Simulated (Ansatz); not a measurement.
# NaInF3: complex band structure, part 2 of 4

Wanted: the relaxed cell of NaInF3, its band edges and its decay constants. It is built by putting Na for Cs in the CsInF3 structure of space group Fm-3m, with the volume rescaled by atomic radii. The parent structure comes from the Materials Project.

Ansatz 0.2.0; r2SCAN DFT, plane waves, PAW files (the session's first sound run).

So far. Step 2 (Relaxing the new crystal): The largest force component on a free atom ends at 0.0015 eV/Å.

The structure was built from a prototype and need not be the compound's stable phase.

**3. The bulk crystal and its band edges**

The energy window and the wavevectors of the next steps follow from the band edges, so these are searched first, off the mesh as well.

Input file input.yaml:

```yaml
crystal:
  lattice:
    - [0.0, 4.5321290817, 4.5321290817]
    - [4.5321290817, 0.0, 4.5321290817]
    - [4.5321290817, 4.5321290817, 0.0]
  atoms:
    - { symbol: Na, position: [0.25, 0.25, 0.25] }
    - { symbol: Na, position: [0.75, 0.75, 0.75] }
    - { symbol: In, position: [0.5, 0.5, 0.5] }
    - { symbol: In, position: [0.0, 0.0, 0.0] }
    - { symbol: F, position: [0.2288287758, 0.2288287758, 0.7711712242] }
    - { symbol: F, position: [0.2288287758, 0.7711712242, 0.7711712242] }
    - { symbol: F, position: [0.7711712242, 0.7711712242, 0.2288287758] }
    - { symbol: F, position: [0.2288287758, 0.7711712242, 0.2288287758] }
    - { symbol: F, position: [0.7711712242, 0.2288287758, 0.7711712242] }
    - { symbol: F, position: [0.7711712242, 0.2288287758, 0.2288287758] }
kpoints:
  mp_grid: { grid: [6, 6, 6] }
  band_path: { path: [VBM, CBM], npoints: 30 }
scf:
  occupations: { method: fixed }
hamiltonian:
  xc: r2scan
output:
  eigenvalues: true
  write_potential: true
  write_density: true
  volumetric_format: npy
  elf: true
```

Run with:

```bash
> ansatz run input.yaml --threads 2 --pin off --max-ram 4096MiB --backend cpu --events-out ev --progress --plain --runs-dir out
```

Numbers of over 12 decimals in the logs are rounded to 6 here.

Output:

```text
[...]
Crystal: 10 atoms, lattice volume = 186.182 Å³
Basis set: ecut = 500 eV, 4693 PW (Γ), exchange–correlation on 192×192×192 points (64 copies of the dense FFT grid, shifted against one another)
Bands: 53, of which v1, the nominal top of the filled ones, is band 43 counted from 1 (42 counted from 0)
Symmetry: 48 space group operations
[...]
k-points: 16 of 216
[...]
SCF iter   1: F=—  HF=-19066.301122 eV  |F-HF|=—  |Δ(HF+E_count)|=         —  Δρ=9.58e-3  dr2=1.36e-1  dr2_τ=1.80e-1  ethr=1.77e-3  ⟨swp⟩=5.0  Hψ=2666  notcnv=0  defer=118
[...]
SCF iter   7: F=-19066.414084 eV  HF=-19066.414084 eV  |F-HF|=4.88e-9  |Δ(HF+E_count)|=   1.08e-7  Δρ=4.79e-6  dr2=3.28e-8  dr2_τ=2.82e-9  ethr=1.16e-10  ⟨swp⟩=10.8  Hψ=3475  notcnv=0
SCF 1 converged in 7 iterations: F = -19066.414084 eV  dr2 = 3.28e-8
[...]
NSCF: frozen V_eff on 16 k-points
[...]
SCF converged after 7 iterations
Free energy (F): -19066.414084 eV
[...]
Internal energy: -19066.414084 eV  (E = F + TS)
E sigma→0 (E₀):  -19066.414084 eV
Fermi energy:    4.143161 eV
[...]
--- Band table (eV; the first three rows and the last of 16) ---
  k-point 0: bands = [... 39 lower, -0.3811, -0.3485, -0.3485, 2.3728, 7.0622, 8.9432, 8.9432, 8.9432, ... 6 higher]
  k-point 1: bands = [... 39 lower, -0.4013, -0.3898, -0.3898, 2.6792, 6.8907, 8.4848, 9.0006, 9.0006, ... 6 higher]
  k-point 2: bands = [... 39 lower, -0.4494, -0.4314, -0.4314, 3.3363, 6.3573, 8.1045, 9.0722, 9.1183, ... 6 higher]
  k-point 15: bands = [... 39 lower, -0.5646, -0.4930, -0.4413, 4.1432, 7.1395, 7.1526, 7.6383, 9.3131, ... 6 higher]
```

Elapsed: 12 s, on 2 threads of Intel Xeon 6975P-C (Granite Rapids), shared host; peak memory 0.96 GiB.

Numbers from this step:

```
free energy         : -19066.4141 eV
Fermi energy        : 4.143 eV
gap on the k-mesh   : 1.823 eV
gap on path         : 1.813 eV, by band count; negative where bands overlap
direct gap on path  : 2.225 eV
edge places on path : 0, 1.096 1/A along the path
```

The electronic bands at the labelled points (eV, zero at the Fermi level (highest filled level under fixed occupations); v1 is the highest filled band, c1 the lowest empty one):

```
  point     v4     v3     v2     v1    c1    c2    c3    c4
    VBM  -4.71  -4.64  -4.64   0.01  2.89  3.21  3.21  5.61
halfway  -4.63  -4.60  -4.56  -0.70  2.29  3.87  4.70  4.79
    CBM  -4.62  -4.60  -4.60  -0.40  1.82  3.88  4.93  5.04
```

ELF in the ac plane of the conventional cell at fractional y = 0.000, with atoms of In and F within 0.2 Å of it. It is the smooth field of the valence electrons, not physical close to the nuclei.

Ten even steps from '_' (0.00) to '@' (0.79), each cell a mean:
```
__..::==@@%%@@@@==..--..____::::::##@@%%@@**::..__
..::..::##@@@@##::..----::::--::..++@@@@%%==..::..
::::..__--++**--__..::::::::::..__::++**==..__..::
%%##==..__....______....::::..______....____::++##
%%@@##--__________..==##%%%%**::__________..++@@@@
##@@%%==__________--%%@@%%@@@@**..________::**@@%%
@@@@**::__________==%%@@##%%@@**..________..==%%@@
++==::____________::**@@@@@@%%==____________..--++
......____..----..__::==++==--..__::--::____......
----::....++%%##++......::....__--##%%##--..::----
..::--..--%%@@@@%%--....__..::..**@@@@@@**..::--..
__..--..==@@%%##@@==::______..::##%%##@@##::::::__
__..--..==@@@@%%@@--::..____..::##@@%%@@##..::::__
::----..::##@@@@##::..::....::..++%%@@@@==..::--::
::::::....--**++--__....::::..__..==**++..__::::::
::....______....____==##%%##++::____....______..::
%%##==..__________--%%@@%%@@@@++..__________::**%%
%%@@%%--__________==%%@@##%%@@**::________..**@@@@
##@@%%==__________::##@@@@@@%%==..________::**@@%%
@@@@**::____________::==++++--..____________==%%@@
++==::__..----..____............____::--::__..--==
........++%%%%++....::--------::..--##%%**--......
__....--%%@@@@%%--..--::....--::..**@@@@@@**..::..
____::==@@##%%@@==..--..____::::::##@@##%%##::..__
```
Columns run along a (9.1 Å), rows up along c (9.1 Å), edges of the conventional cell, whose origin can differ from the input's. Atoms in or near the plane, at fractional coordinates: In at (0.50, 0.00), In at (0.00, 0.50), In at (0.00, 0.00), In at (0.50, 0.50), F at (0.00, 0.23), F at (0.50, 0.73), F at (0.77, 0.00), F at (0.27, 0.50), F at (0.50, 0.27), F at (0.00, 0.77), F at (0.23, 0.00), F at (0.73, 0.50).

Electrostatic potential energy in the ac plane of the conventional cell at fractional y = 0.000, with atoms of In and F within 0.2 Å of it. With pseudopotentials it is smooth inside the atoms' cores, unlike the true potential.

Ten even steps from '_' (-39 eV) to '@' (8 eV), each cell a mean:
```
____==%%==____++@@%%==______::**@@%%::__::##**::__
..--**%%%%****@@@@%%**--..::++%%@@@@%%**##@@%%==::
**##%%@@@@@@@@@@@@@@%%##**##%%@@@@@@@@@@@@@@@@%%**
++%%@@@@@@@@@@@@@@@@@@@@@@@@@@@@@@@@@@@@@@@@@@@@**
__--@@@@@@@@@@@@@@@@@@%%**##@@@@@@@@@@@@@@@@@@**..
__::@@@@@@@@@@@@@@@@@@--__..##@@@@@@@@@@@@@@@@++__
::**@@@@@@@@@@@@@@@@%%::____**@@@@@@@@@@@@@@@@%%--
%%@@@@@@@@@@@@@@@@@@@@++..--%%@@@@@@@@@@@@@@@@@@@@
%%%%@@@@@@@@@@@@@@@@@@%%##%%%%@@@@@@@@@@@@@@@@@@%%
==**%%@@@@@@@@@@@@@@##++====##%%@@@@@@@@@@@@%%##++
__::++%%@@##----##%%++..__..--##%%==::++@@@@##--..
____==%%@@==____--##--______..****____..##@@**..__
____==%%@@++____==##==______::**##..__::%%@@**::__
..--##@@@@@@****%%%%**--..::++%%@@##**%%@@@@%%++::
**##%%@@@@@@@@@@@@@@%%##****%%@@@@@@@@@@@@@@@@%%##
@@@@@@@@@@@@@@@@@@@@@@%%++**@@@@@@@@@@@@@@@@@@@@@@
**%%@@@@@@@@@@@@@@@@@@--__..##@@@@@@@@@@@@@@@@@@##
__==@@@@@@@@@@@@@@@@@@::____**@@@@@@@@@@@@@@@@##..
__::@@@@@@@@@@@@@@@@@@**::--%%@@@@@@@@@@@@@@@@++__
..++@@@@@@@@@@@@@@@@@@@@%%@@@@@@@@@@@@@@@@@@@@%%--
##%%@@@@@@@@@@@@@@@@@@%%%%%%@@@@@@@@@@@@@@@@@@%%%%
==++%%@@@@@@@@@@@@@@%%**==++##%%@@@@@@@@@@@@%%**==
__..++%%##----##@@%%++..__..--##@@@@++::++%%##--__
____--##--____==@@%%--______..**@@##..__..****..__
```
Columns run along a (9.1 Å; values clipped at the 3rd and 97th percentile), rows up along c (9.1 Å), edges of the conventional cell, whose origin can differ from the input's. Atoms in or near the plane, at fractional coordinates: In at (0.50, 0.00), In at (0.00, 0.50), In at (0.00, 0.00), In at (0.50, 0.50), F at (0.00, 0.23), F at (0.50, 0.73), F at (0.77, 0.00), F at (0.27, 0.50), F at (0.50, 0.27), F at (0.00, 0.77), F at (0.23, 0.00), F at (0.73, 0.50).

Valence density in the ac plane of the conventional cell at fractional y = 0.000, with atoms of In and F within 0.2 Å of it. It is the smooth field of the valence electrons, not physical close to the nuclei.

Ten even steps from '_' (0 e/Å³) to '@' (12 e/Å³), each cell a mean:
```
##--____::****..______--##++..______--##--____..**
::..______....________..::..__________..________..
__________________________________________________
..______________________________________________..
**::____________________....__________________..++
@@--__________________::**==..________________..##
--..__________________--@@**..__________________::
______________________..--::______________________
__________________________________________________
__________________________________________________
==::________----..____::==--..____::--..______..--
@@==..____::%%%%::__..==@@##::__..++@@==______::##
##--______..****..____--##++..____==##--______::++
::..________....______..::..________..__________..
__________________________________________________
________________________....______________________
..____________________::**==..__________________..
**::__________________--@@**..________________..==
@@--__________________..--::__________________..##
--..____________________________________________::
__________________________________________________
__________________________________________________
==::____..--::________::==--..______..--..____..--
@@==..__::%%%%::____..==@@##::______++@@++..__::##
```
Columns run along a (9.1 Å), rows up along c (9.1 Å), edges of the conventional cell, whose origin can differ from the input's. Atoms in or near the plane, at fractional coordinates: In at (0.50, 0.00), In at (0.00, 0.50), In at (0.00, 0.00), In at (0.50, 0.50), F at (0.00, 0.23), F at (0.50, 0.73), F at (0.77, 0.00), F at (0.27, 0.50), F at (0.50, 0.27), F at (0.00, 0.77), F at (0.23, 0.00), F at (0.73, 0.50).

The searched edges give 1.81 eV, against 1.82 eV on the mesh.

**4. Decaying states in the gap**

This step: r2SCAN DFT, plane waves, PAW files; complex bands by layer matching along the plane's normal (Ansatz 0.2.0).

The same crystal is laid in a cell whose first two vectors span the (111) plane (indices of the standard conventional cell, whose axes can be ordered otherwise than in the bulk input). At fixed energy and wavevector in the plane the solver finds all kz, real and complex. A few wavevectors are listed, (0, 0) and (-0.5, -0.5) in units of the plane's reciprocal vectors; the slowest state needn't be among them.

Input file input.yaml:

```yaml
crystal:
  lattice:
    - [6.409398414, 0.0, 0.0]
    - [3.204699207, 5.550701849, 0.0]
    - [3.204699207, 1.85023395, 5.233251891]
  atoms:
    - { symbol: Na, position: [0.75, 0.75, 0.75] }
    - { symbol: Na, position: [0.25, 0.25, 0.25] }
    - { symbol: In, position: [0.5, 0.5, 0.5] }
    - { symbol: In, position: [0.0, 0.0, 0.0] }
    - { symbol: F, position: [0.7711712242, 0.2288287758, 0.2288287758] }
    - { symbol: F, position: [0.2288287758, 0.2288287758, 0.7711712242] }
    - { symbol: F, position: [0.2288287758, 0.7711712242, 0.7711712242] }
    - { symbol: F, position: [0.2288287758, 0.7711712242, 0.2288287758] }
    - { symbol: F, position: [0.7711712242, 0.2288287758, 0.7711712242] }
    - { symbol: F, position: [0.7711712242, 0.7711712242, 0.2288287758] }
kpoints:
  mp_grid: { grid: [6, 6, 6] }
scf:
  occupations: { method: fixed }
hamiltonian:
  xc: r2scan
output:
  eigenvalues: true
  transmission:
    leads: [[0, 0]]
    kpoints: [[0.0, 0.0], [-0.5, -0.5]]
    e_range: [-1.0, 2.81]
    de: 0.06
```

Output:

```text
[...]
Crystal: 10 atoms, lattice volume = 186.182 Å³
Basis set: ecut = 500 eV, 4693 PW (Γ), exchange–correlation on 192×192×192 points (64 copies of the dense FFT grid, shifted against one another)
Bands: 53, of which v1, the nominal top of the filled ones, is band 43 counted from 1 (42 counted from 0)
Symmetry: 48 space group operations
[...]
k-points: 16 of 216
[...]
SCF iter   1: F=—  HF=-19066.301147 eV  |F-HF|=—  |Δ(HF+E_count)|=         —  Δρ=9.58e-3  dr2=1.36e-1  dr2_τ=1.80e-1  ethr=1.77e-3  ⟨swp⟩=5.0  Hψ=2660  notcnv=0  defer=119
[...]
SCF iter   7: F=-19066.414084 eV  HF=-19066.414084 eV  |F-HF|=5.07e-9  |Δ(HF+E_count)|=   1.08e-7  Δρ=4.80e-6  dr2=3.29e-8  dr2_τ=2.86e-9  ethr=1.16e-10  ⟨swp⟩=10.9  Hψ=3481  notcnv=0
SCF 1 converged in 7 iterations: F = -19066.414084 eV  dr2 = 3.29e-8
[...]
transmission: 8 of 16 steps passed
transmission: 16 of 16 steps passed
SCF converged after 7 iterations
Free energy (F): -19066.414084 eV
[...]
Internal energy: -19066.414084 eV  (E = F + TS)
E sigma→0 (E₀):  -19066.414084 eV
Fermi energy:    4.143160 eV
[...]
--- Band table (eV; the first three rows and the last of 16) ---
  k-point 0: bands = [... 39 lower, -0.3811, -0.3485, -0.3485, 2.3728, 7.0622, 8.9432, 8.9432, 8.9432, ... 6 higher]
  k-point 1: bands = [... 39 lower, -0.4013, -0.3898, -0.3898, 2.6792, 6.8907, 8.4848, 9.0006, 9.0006, ... 6 higher]
  k-point 2: bands = [... 39 lower, -0.4494, -0.4314, -0.4314, 3.3363, 6.3573, 8.1045, 9.0722, 9.1183, ... 6 higher]
  k-point 15: bands = [... 39 lower, -0.5646, -0.4930, -0.4413, 4.1432, 7.1395, 7.1526, 7.6383, 9.3131, ... 6 higher]
--- Transmission ---
  basis      : 367 plane waves across, 8 finite elements along
  points     : 2, as listed
  energies   : 64 from -1.000000 to 2.780000 eV about the Fermi level, 0.060000 eV apart; the leads are filled to 0.911711 eV, and channels, transmission and decay are at 0.920000 eV
  crystal 0  : Na2F6In2, at the sites [0, 0], period 5.2333 Å: whole cells are its period
    offset         : up to 0.0000 Å between an atom of the period and one for which it stands
    channels       : 0.000000e0 a spin
    conductance    : none, the energies end too early or step too widely for 300 K: set another output.transmission.e_range or a lower de, or, where they end at an eighth of basis.ecutwfc, a higher one
    slowest decay  : 0.2001 /Å at (0.0000, 0.0000)
```

The job ended after 66 s (2 threads; peak memory 1.9 GiB; 2.2 min of CPU time).

Numbers from this step:

```
level to which the leads are filled                       : 0.9117 eV from the Fermi level
decay constant at the filling level, zone centre          : 0.2001 Å⁻¹
decay constant at the filling level, slowest listed point : 0.2001 Å⁻¹
```

K parallel (0, 0); values up to 1.5 1/Å, a degenerate pair printed once or twice; energies at which all values exceed this have no row. Table of Im kz of the slowest decaying states by energy, zero at the highest filled level on the SCF mesh:

```
energy (eV)  decay 1 (Å⁻¹)  decay 2 (Å⁻¹)  decay 3 (Å⁻¹)  decay 4 (Å⁻¹)
    -1.0000          0.675          0.869          0.976           1.18
    -0.7600          0.680          0.861          0.966           1.20
    -0.5200          0.684          0.852          0.954           1.22
    -0.2200          0.114          0.687          0.841          0.937
     0.0200          0.161          0.688          0.831          0.921
     0.2600          0.187          0.688          0.822          0.904
     0.5000          0.200          0.686          0.812          0.884
     0.7400          0.204          0.684          0.804          0.861
     0.9800          0.198          0.680          0.799          0.831
     1.2200          0.182          0.674          0.797           1.36
     1.5200          0.142          0.666          0.771           1.36
     1.7600         0.0694          0.658          0.749           1.34
     2.0000          0.649          0.724           1.31           1.33
     2.2400          0.638          0.696           1.29           1.31
     2.4800          0.626          0.663           1.26           1.33
     2.7200          0.612          0.624           1.24           1.29
```

K parallel (-0.5, -0.5); values up to 1.5 1/Å, a degenerate pair printed once or twice; energies at which all values exceed this have no row. Table of Im kz of the slowest decaying states by energy, zero at the highest filled level on the SCF mesh:

```
energy (eV)  decay 1 (Å⁻¹)  decay 2 (Å⁻¹)  decay 3 (Å⁻¹)  decay 4 (Å⁻¹)
    -1.0000          0.453          0.756           1.08           1.19
    -0.7600          0.367          0.455          0.760           1.08
    -0.5200          0.219          0.459          0.763           1.08
    -0.2200          0.449          0.763           1.08           1.13
     0.0200          0.127          0.435          0.761           1.08
     0.2600          0.276          0.416          0.757           1.08
     0.5000          0.340          0.393          0.750           1.06
     0.7400          0.364          0.376          0.741           1.05
     0.9800          0.329          0.396          0.730           1.03
     1.2200          0.284          0.405          0.716           1.01
     1.5200          0.207          0.403          0.695          0.988
     1.7600         0.0964          0.392          0.675          0.967
     2.0000          0.372          0.652          0.945           1.04
     2.2400          0.342          0.626          0.920           1.04
     2.4800          0.296          0.595          0.894           1.03
     2.7200          0.217          0.561          0.867           1.02
```

At the listed wavevectors the last open channel is at -0.04 eV and the next at +1.88 eV on the grid. At +0.92 eV, the grid energy nearest the filling level (the middle of the gap on the SCF mesh), the slowest state at the listed wavevectors decays with κ = 0.200 Å⁻¹, its amplitude falling by e over 5.0 Å. Through 1 nm of this crystal that state's transmission falls by exp(−2 × 0.200 Å⁻¹ × 10 Å) = 0.018.

(Continued in part 3 of 4.)

[Logs are printed without paths, hosts, clocks, repeated set-up lines and the standing remarks that a program may print on its own settings, such as how far it seeks lower states.]

[Hosts, paths, dates, database ids (printed as entryN), source tags and the programs' standing remarks are cut or masked in the printed files.]
